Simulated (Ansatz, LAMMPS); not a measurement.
# Structural relaxation of glassy 84P2O5-16Fe2O3 (mol %) (127 atoms), part 2 of 3

How does glassy 84P2O5-16Fe2O3 (mol %) (127 atoms) relax, and what do bonds and levels look like afterwards?

Ansatz 0.2.0; Kohn-Sham DFT, LDA, PAW (set soft_2), plane waves.

The cell: 32 P, 6 Fe and 89 O. The quench rate of 10 K/ps is many orders above laboratory rates. The starting topology of bonds comes from the classical model. Without a Hubbard term or exact exchange, open shells on Fe are likely too delocalised. Sampling is at Γ alone, for a cell whose shortest periodic width is 12 Å.

So far. Step 3 (Single point at the start): Neighbours are counted within 2.11 Å (O-P), 2.48 Å (O-Fe).

### 4. Relaxation

The atoms are relaxed in the fixed cell, aiming at the force tolerance of the input.

Input file input.yaml:

```yaml
crystal:
  lattice:
    - [11.72899, 0.0, 0.0]
    - [0.0, 11.72899, 0.0]
    - [0.0, 0.0, 11.72899]
  atoms:
    [... the 127 atom lines of step 3 ...]
magnetization:
  spin_polarized: true
kpoints:
  mp_grid: { grid: [1, 1, 1] }
hamiltonian:
  xc: lda
scf:
  occupations: { method: gaussian, width: 0.05 }
  lower_state_search: "off"
output:
  forces: true
relax:
  f_tol: 0.05
  max_steps: 111
```

Command:

```console
$ ansatz run input.yaml --threads 8 --pin off --max-ram 15872MiB --backend cpu --events-out ev --progress --plain --runs-dir out
```

Numbers of over 12 decimals in the logs are rounded to 6 here.

Log:

```text
[...]
Crystal: 127 atoms, lattice volume = 1613.548 Å³
Basis set: ecut = 420 eV, 31463 PW (Γ)
Bands: 537, of which v1, the nominal top of the filled ones, is band 395 counted from 1 (394 counted from 0)
Symmetry: 1 space group operations
[...]
k-points: 1
[...]
Starting moments: Σ|m| = 30 μB on 6 of 127 sites
[...]
SCF iter   1: F=—  HF=-99372.522595 eV  |F-HF|=—  |Δ(HF+E_count)|=         —  Δρ=2.32e-1 (↑2.32e-1 ↓1.19e-1)  dr2=2.28e3  dr2_m=1.94e2  M=-0.707 μB ∫|m|=2.838 μB  β_m=0.30  ethr=3.10e-3  ⟨swp⟩=6.0  Hψ=4722  notcnv=0  defer=237
[...]
SCF iter  24: F=-99175.790016 eV  HF=-99175.790037 eV  |F-HF|=2.09e-5  |Δ(HF+E_count)|=   2.66e-5  Δρ=3.31e-5 (↑3.31e-5 ↓2.28e-5)  dr2=2.79e-5  dr2_m=7.13e-6  M=-19.997 μB ∫|m|=29.746 μB  ethr=7.91e-9  ⟨swp⟩=3.0  Hψ=3341  notcnv=0
SCF 1 converged in 24 iterations: F = -99175.790016 eV  dr2 = 2.79e-5
[...]
relax step   1: F+E_penalty+E_count = -99175.79001584 eV  Δ(F+E_penalty+E_count) = +0.000e0 eV  max|allowed force component| = 5.345e0 eV/Å  Δτ_max = 0.0000 Å  (24 SCF iters, dr2 threshold 6.25e-5 eV, accepted)
[... from here on, the SCF cycles and remarks between the steps are left out ...]
relax step   2: F+E_penalty+E_count = -99178.87781026 eV  Δ(F+E_penalty+E_count) = -3.088e0 eV  max|allowed force component| = 4.073e0 eV/Å  Δτ_max = 0.1411 Å  (9 SCF iters, dr2 threshold 1.00e-4 eV, accepted)
relax step   3: F+E_penalty+E_count = -99182.52446196 eV  Δ(F+E_penalty+E_count) = -3.647e0 eV  max|allowed force component| = 8.266e-1 eV/Å  Δτ_max = 0.1994 Å  (10 SCF iters, dr2 threshold 1.00e-4 eV, accepted)
relax step   4: F+E_penalty+E_count = -99183.69491091 eV  Δ(F+E_penalty+E_count) = -1.170e0 eV  max|allowed force component| = 6.497e-1 eV/Å  Δτ_max = 0.2000 Å  (10 SCF iters, dr2 threshold 4.27e-5 eV, accepted)
relax step   5: F+E_penalty+E_count = -99184.13308717 eV  Δ(F+E_penalty+E_count) = -4.382e-1 eV  max|allowed force component| = 6.808e-1 eV/Å  Δτ_max = 0.1280 Å  (10 SCF iters, dr2 threshold 2.64e-5 eV, accepted)
relax step   6: F+E_penalty+E_count = -99184.56639770 eV  Δ(F+E_penalty+E_count) = -4.333e-1 eV  max|allowed force component| = 3.809e-1 eV/Å  Δτ_max = 0.2000 Å  (8 SCF iters, dr2 threshold 1.00e-4 eV, accepted)
relax step   7: F+E_penalty+E_count = -99185.05167609 eV  Δ(F+E_penalty+E_count) = -4.853e-1 eV  max|allowed force component| = 5.743e-1 eV/Å  Δτ_max = 0.2000 Å  (9 SCF iters, dr2 threshold 4.54e-5 eV, accepted)
relax step   8: F+E_penalty+E_count = -99185.61019099 eV  Δ(F+E_penalty+E_count) = -5.585e-1 eV  max|allowed force component| = 7.538e-1 eV/Å  Δτ_max = 0.2000 Å  (8 SCF iters, dr2 threshold 1.00e-4 eV, accepted)
relax step   9: F+E_penalty+E_count = -99185.94583309 eV  Δ(F+E_penalty+E_count) = -3.356e-1 eV  max|allowed force component| = 1.435e0 eV/Å  Δτ_max = 0.1949 Å  (8 SCF iters, dr2 threshold 1.00e-4 eV, accepted)
relax step  10: F+E_penalty+E_count = -99186.30774109 eV  Δ(F+E_penalty+E_count) = -3.619e-1 eV  max|allowed force component| = 5.185e-1 eV/Å  Δτ_max = 0.2000 Å  (8 SCF iters, dr2 threshold 1.00e-4 eV, accepted)
relax step  11: F+E_penalty+E_count = -99186.49359490 eV  Δ(F+E_penalty+E_count) = -1.859e-1 eV  max|allowed force component| = 4.071e-1 eV/Å  Δτ_max = 0.2000 Å  (8 SCF iters, dr2 threshold 3.51e-5 eV, accepted)
relax step  12: F+E_penalty+E_count = -99186.39204187 eV  Δ(F+E_penalty+E_count) = +1.016e-1 eV  max|allowed force component| = 8.541e-1 eV/Å  Δτ_max = 0.1936 Å  (9 SCF iters, dr2 threshold 2.16e-5 eV, rejected (line search))
relax step  13: F+E_penalty+E_count = -99186.62853945 eV  Δ(F+E_penalty+E_count) = -1.349e-1 eV  max|allowed force component| = 2.663e-1 eV/Å  Δτ_max = 0.0968 Å  (12 SCF iters, accepted)
relax step  14: F+E_penalty+E_count = -99186.71866874 eV  Δ(F+E_penalty+E_count) = -9.013e-2 eV  max|allowed force component| = 2.154e-1 eV/Å  Δτ_max = 0.0981 Å  (8 SCF iters, dr2 threshold 3.04e-5 eV, accepted)
relax step  15: F+E_penalty+E_count = -99186.78401066 eV  Δ(F+E_penalty+E_count) = -6.534e-2 eV  max|allowed force component| = 2.732e-1 eV/Å  Δτ_max = 0.1460 Å  (9 SCF iters, dr2 threshold 1.99e-5 eV, accepted)
relax step  16: F+E_penalty+E_count = -99186.83037101 eV  Δ(F+E_penalty+E_count) = -4.636e-2 eV  max|allowed force component| = 2.705e-1 eV/Å  Δτ_max = 0.0508 Å  (7 SCF iters, dr2 threshold 4.88e-5 eV, accepted)
relax step  17: F+E_penalty+E_count = -99186.83155912 eV  Δ(F+E_penalty+E_count) = -1.188e-3 eV  max|allowed force component| = 4.353e-1 eV/Å  Δτ_max = 0.2000 Å  (8 SCF iters, dr2 threshold 7.18e-5 eV, accepted)
relax step  18: F+E_penalty+E_count = -99186.89546911 eV  Δ(F+E_penalty+E_count) = -6.391e-2 eV  max|allowed force component| = 1.434e-1 eV/Å  Δτ_max = 0.0882 Å  (8 SCF iters, dr2 threshold 1.00e-4 eV, accepted)
relax step  19: F+E_penalty+E_count = -99186.90738299 eV  Δ(F+E_penalty+E_count) = -1.191e-2 eV  max|allowed force component| = 9.350e-2 eV/Å  Δτ_max = 0.0522 Å  (11 SCF iters, accepted)
relax step  20: F+E_penalty+E_count = -99186.85122785 eV  Δ(F+E_penalty+E_count) = +5.616e-2 eV  max|allowed force component| = 6.064e-1 eV/Å  Δτ_max = 0.2000 Å  (13 SCF iters, rejected (line search))
relax step  21: F+E_penalty+E_count = -99186.92397408 eV  Δ(F+E_penalty+E_count) = -1.659e-2 eV  max|allowed force component| = 1.118e-1 eV/Å  Δτ_max = 0.0860 Å  (12 SCF iters, accepted)
relax step  22: F+E_penalty+E_count = -99186.92700416 eV  Δ(F+E_penalty+E_count) = -3.030e-3 eV  max|allowed force component| = 8.328e-2 eV/Å  Δτ_max = 0.0164 Å  (7 SCF iters, dr2 threshold 5.31e-6 eV, accepted)
relax step  23: F+E_penalty+E_count = -99186.87658463 eV  Δ(F+E_penalty+E_count) = +5.042e-2 eV  max|allowed force component| = 3.872e-1 eV/Å  Δτ_max = 0.1309 Å  (10 SCF iters, dr2 threshold 3.85e-6 eV, rejected (line search))
relax step  24: F+E_penalty+E_count = -99186.93299181 eV  Δ(F+E_penalty+E_count) = -5.988e-3 eV  max|allowed force component| = 4.836e-2 eV/Å  Δτ_max = 0.0553 Å  (13 SCF iters, accepted)
SCF converged after 13 iterations
Magnetization: -20.0000 μB (385.0000 up, 405.0000 down)
Absolute magnetization: 29.8689 μB (∫|ρ↑−ρ↓|, with the PAW one-centre terms)
[...]
Per-site moments (μB) at R_I (Å): [(0.000413639, 0.617909), (-0.00304401, 0.604440), (-0.000326624, 0.596778), (0.00372097, 0.601144), (-0.00440618, 0.608694), [...]
Free energy (F): -99186.932992 eV
[...]
Internal energy: -99186.932992 eV  (E = F + TS)
E sigma→0 (E₀):  -99186.932992 eV
Fermi energy:    4.221455 eV
[...]
--- Forces (eV/Å), atoms counted from 1 ---
  atom   1  P     -0.01875597     0.00195867     0.00597384
  atom   2  P      0.00553026    -0.02157475     0.00985470
  atom   3  P     -0.00833545     0.00919941     0.00071488
  atom   4  P     -0.01242659     0.00875143    -0.00692386
  atom   5  P      0.01041226    -0.00388193     0.02414513
  atom   6  P     -0.01410683     0.00195232    -0.00967752
  atom   7  P     -0.00271092    -0.00002853    -0.01815330
  atom   8  P     -0.03769687    -0.00989751     0.00697273
  atom   9  P      0.00003100     0.00823264    -0.00923363
  atom  10  P      0.00150412     0.00962320    -0.00486514
  atom  11  P      0.01300008    -0.01245711    -0.00766936
  atom  12  P     -0.01490918     0.00152787    -0.01521004
  atom  13  P      0.01145706    -0.00170743     0.03131113
  atom  14  P      0.00691940     0.00921442    -0.01174344
[...]
atom 126  O     -0.00718907     0.00846063     0.02061400
  atom 127  O      0.01720742    -0.02681405    -0.00994922
  max |Σ_I F_I| component: 7.84e-5 eV/Å
--- Relaxed structure (24 steps of the walk, 21 accepted, 0 SCFs on fresh bases) ---
  F+E_penalty+E_count = -99186.93299181 eV   max|allowed force component| = 4.836e-2 eV/Å
  atoms:
    - { symbol: P, position: [0.852897, 0.869388, 0.756265] }
    - { symbol: P, position: [0.213210, 0.972806, 0.820610] }
    - { symbol: P, position: [0.288232, 0.179984, 0.495742] }
    - { symbol: P, position: [0.063783, 0.166328, 0.802904] }
[...]
- { symbol: O, position: [0.900903, 0.923462, 0.642760] }
```

The job ended after 11 min (8 threads of Arm Neoverse V1, shared host; peak memory 4.1 GiB; 84 min of CPU time).

Step by step (22 of 24):

| step | energy less that of the first step (eV) | largest force component (eV/Å) |
| --- | --- | --- |
| 1 | 0.0000 | 5.3447 |
| 2 | -3.0878 | 4.0730 |
| 3 | -6.7344 | 0.8266 |
| 4 | -7.9049 | 0.6497 |
| 5 | -8.3431 | 0.6808 |
| 6 | -8.7764 | 0.3809 |
| 8 | -9.8202 | 0.7538 |
| 9 | -10.1558 | 1.4350 |
| 10 | -10.5177 | 0.5185 |
| 11 | -10.7036 | 0.4071 |
| 12 | -10.6020 | 0.8541 |
| 13 | -10.8385 | 0.2663 |
| 14 | -10.9287 | 0.2155 |
| 15 | -10.9940 | 0.2732 |
| 16 | -11.0404 | 0.2705 |
| 17 | -11.0415 | 0.4353 |
| 19 | -11.1174 | 0.0935 |
| 20 | -11.0612 | 0.6064 |
| 21 | -11.1340 | 0.1118 |
| 22 | -11.1370 | 0.0833 |
| 23 | -11.0866 | 0.3872 |
| 24 | -11.1430 | 0.0484 |

Relaxation steps 12, 20, 23 were tried and not accepted.

The atoms that moved most (Å):

| atom | dx | dy | dz | length |
| --- | --- | --- | --- | --- |
| O107 | -0.160 | -0.340 | -0.924 | 0.998 |
| O121 | -0.178 | -0.354 | 0.856 | 0.943 |
| O124 | -0.115 | -0.271 | -0.870 | 0.919 |
| O115 | 0.693 | -0.472 | 0.358 | 0.912 |
| O114 | -0.004 | -0.376 | 0.813 | 0.896 |
| O101 | -0.866 | 0.173 | -0.088 | 0.887 |
| O82 | 0.318 | -0.474 | 0.652 | 0.867 |
| O66 | 0.124 | -0.035 | -0.844 | 0.854 |

The relaxation changed the energy by -87.7 meV/atom, and atoms moved by 0.48 Å r.m.s., 1.00 Å at most.

### 5. Structure statistics after relaxation

Bonds before and after, by the cutoffs listed below:

| pair | bonds before | bonds after | mean before (Å) | mean after (Å) | spread before (Å) | spread after (Å) |
| --- | --- | --- | --- | --- | --- | --- |
| O-P | 132 | 129 | 1.550 | 1.550 | 0.063 | 0.067 |
| O-Fe | 33 | 32 | 2.048 | 1.956 | 0.104 | 0.078 |

Density 2.83 g/cm³, 12.71 Å³ an atom.

Pair distribution functions g(r), in bins of 0.2 Å:

| r (Å) | total | O-O | O-P | O-Fe | P-P | P-Fe | Fe-Fe |
| --- | --- | --- | --- | --- | --- | --- | --- |
| 1.40 | 1.40 | 0.00 | 3.96 | 0.00 | 0.00 | 0.00 | 0.00 |
| 1.60 | 2.88 | 0.00 | 8.13 | 0.00 | 0.00 | 0.00 | 0.00 |
| 1.80 | 0.23 | 0.00 | 0.08 | 3.13 | 0.00 | 0.00 | 0.00 |
| 2.00 | 0.46 | 0.00 | 0.06 | 6.69 | 0.00 | 0.00 | 0.00 |
| 2.20 | 0.02 | 0.00 | 0.00 | 0.27 | 0.00 | 0.00 | 0.00 |
| 2.40 | 1.07 | 2.18 | 0.00 | 0.00 | 0.00 | 0.00 | 0.00 |
| 2.60 | 1.73 | 3.50 | 0.00 | 0.17 | 0.00 | 0.00 | 0.00 |
| 2.80 | 0.54 | 0.93 | 0.11 | 0.15 | 0.60 | 0.00 | 0.00 |
| 3.00 | 0.80 | 0.82 | 0.32 | 0.13 | 4.31 | 0.37 | 0.00 |
| 3.20 | 0.82 | 0.74 | 0.83 | 0.12 | 0.77 | 4.50 | 0.00 |
| 3.40 | 0.86 | 0.73 | 1.04 | 0.31 | 0.00 | 4.72 | 0.00 |
| 3.60 | 0.78 | 0.57 | 1.23 | 0.83 | 0.00 | 0.27 | 0.00 |
| 3.80 | 1.17 | 0.78 | 1.96 | 1.07 | 0.34 | 0.00 | 0.00 |
| 4.00 | 1.27 | 0.82 | 2.04 | 1.57 | 0.62 | 0.21 | 0.00 |
| 4.20 | 1.00 | 0.82 | 1.05 | 2.30 | 0.92 | 0.95 | 0.00 |
| 4.40 | 1.11 | 1.11 | 0.89 | 2.05 | 1.60 | 0.36 | 0.00 |
| 4.60 | 1.06 | 1.27 | 0.67 | 1.08 | 1.67 | 0.80 | 0.00 |
| 4.80 | 1.13 | 1.39 | 0.74 | 0.52 | 1.90 | 1.31 | 0.00 |
| 5.00 | 1.02 | 1.29 | 0.71 | 0.34 | 1.15 | 1.46 | 2.85 |
| 5.20 | 1.02 | 1.02 | 0.95 | 0.71 | 1.73 | 1.48 | 0.00 |
| 5.40 | 1.00 | 0.91 | 1.17 | 0.61 | 0.95 | 1.26 | 1.19 |
| 5.60 | 0.99 | 0.93 | 1.10 | 0.88 | 0.84 | 1.29 | 1.17 |
| 5.80 | 0.94 | 0.89 | 0.98 | 1.32 | 0.48 | 1.60 | 1.07 |

Bonds by pair of elements; cutoffs follow the first minimum of g(r), held within bounds set by covalent radii, and pairs that aren't listed don't count as bonded:

| pair A-B | cutoff (Å) | bonds | mean length (Å) | spread (Å) | shortest (Å) | B about A | A about B |
| --- | --- | --- | --- | --- | --- | --- | --- |
| O-P | 1.93 | 129 | 1.55 | 0.067 | 1.45 | 1.45 | 4.03 |
| O-Fe | 2.43 | 32 | 1.96 | 0.078 | 1.82 | 0.36 | 5.33 |

How many atoms have how many bonded neighbours:

| element | mean | 1 | 2 | 4 | 5 | 6 |
| --- | --- | --- | --- | --- | --- | --- |
| Fe | 5.33 | 0 | 0 | 0 | 4 | 2 |
| O | 1.81 | 17 | 72 | 0 | 0 | 0 |
| P | 4.03 | 0 | 0 | 31 | 1 | 0 |

Bond angles, per cent of each kind in bins of 5°:

| angle (°) | O-P-O | O-Fe-O | P-O-P | Fe-O-P |
| --- | --- | --- | --- | --- |
| 75–80 | 0.0 | 2.9 | 0.0 | 0.0 |
| 80–85 | 0.0 | 14.3 | 0.0 | 0.0 |
| 85–90 | 2.0 | 18.6 | 0.0 | 0.0 |
| 90–95 | 2.5 | 20.0 | 0.0 | 0.0 |
| 95–100 | 5.6 | 2.9 | 0.0 | 0.0 |
| 100–105 | 21.9 | 14.3 | 0.0 | 0.0 |
| 105–110 | 28.1 | 2.9 | 0.0 | 0.0 |
| 110–115 | 17.9 | 0.0 | 0.0 | 0.0 |
| 115–120 | 14.8 | 0.0 | 0.0 | 0.0 |
| 120–125 | 5.1 | 4.3 | 5.0 | 0.0 |
| 125–130 | 1.5 | 0.0 | 7.5 | 9.4 |
| 130–135 | 0.0 | 1.4 | 12.5 | 6.2 |
| 135–140 | 0.0 | 0.0 | 12.5 | 18.8 |
| 140–145 | 0.0 | 0.0 | 20.0 | 9.4 |
| 145–150 | 0.0 | 1.4 | 15.0 | 15.6 |
| 150–155 | 0.0 | 1.4 | 7.5 | 9.4 |
| 155–160 | 0.0 | 2.9 | 10.0 | 3.1 |
| 160–165 | 0.0 | 7.1 | 7.5 | 15.6 |
| 165–170 | 0.0 | 4.3 | 0.0 | 9.4 |
| 170–175 | 0.5 | 1.4 | 2.5 | 3.1 |

Bond angles (no mean is given where the spread exceeds 20°):

| angle | count | mean (°) | spread (°) |
| --- | --- | --- | --- |
| O-P-O | 196 | 109 | 8.8 |
| O-Fe-O | 70 | - | - |
| P-O-P | 40 | 144 | 11.6 |
| Fe-O-P | 32 | 148 | 13.2 |

Oxygen atoms by the number of network formers (Si, P, Ge, B, Al, As, Ga) bound to them:

| network formers bound to O | O atoms | per cent |
| --- | --- | --- |
| 0 | 0 | 0 |
| 1 | 49 | 55.1 |
| 2 | 40 | 44.9 |

Network units: each former by its oxygen neighbours and how many of them bridge to another former:

| former | O neighbours | bridging O | atoms |
| --- | --- | --- | --- |
| P | 4 | 1 | 3 |
| P | 4 | 2 | 13 |
| P | 4 | 3 | 13 |
| P | 4 | 4 | 2 |
| P | 5 | 4 | 1 |

Bond length by coordination (bonds to H left out):

| element | coordination | atoms | mean bond length (Å) |
| --- | --- | --- | --- |
| Fe | 5 | 4 | 1.93 |
| Fe | 6 | 2 | 2.00 |
| O | 1 | 17 | 1.46 |
| O | 2 | 72 | 1.65 |
| P | 4 | 31 | 1.55 |
| P | 5 | 1 | 1.64 |

Rings of the network by King's shortest-path rule, up to 12 atoms, one path for each pair of neighbours; H, halogens, alkali and alkaline-earth atoms are left out, and the last column divides by all other atoms, bonded or not:

| ring size (atoms) | rings | per network atom |
| --- | --- | --- |
| 6 | 3 | 0.024 |
| 8 | 3 | 0.024 |
| 10 | 10 | 0.079 |
| 12 | 20 | 0.157 |

For some of the pairs, g(r) has its first main peak near 2.5 Å (O-O), 1.5 Å (O-P), 1.9 Å (O-Fe), 3.0 Å (P-P) and 3.3 Å (P-Fe). With the cutoffs above, 67 % of Fe atoms have 5, 81 % of O atoms have 2 and 97 % of P atoms have 4 bonded neighbours. The O-P-O angle averages 109° with a spread of 9°. Counting bonds to P alone, not to Fe, 45 % of the oxygens join two of these atoms and 55 % one. Rings of 12 atoms are the most common (56 % of those counted); sizes run from 6 to 12, where the search stops.

(Part 2 of 3 ends here.)

[Logs are printed without paths, hosts, clocks, repeated set-up lines and the standing remarks that a program may print on its own settings, such as how far it seeks lower states.]

[Hosts, paths, dates, database ids (printed as entryN), source tags and the programs' standing remarks are cut or masked in the printed files.]
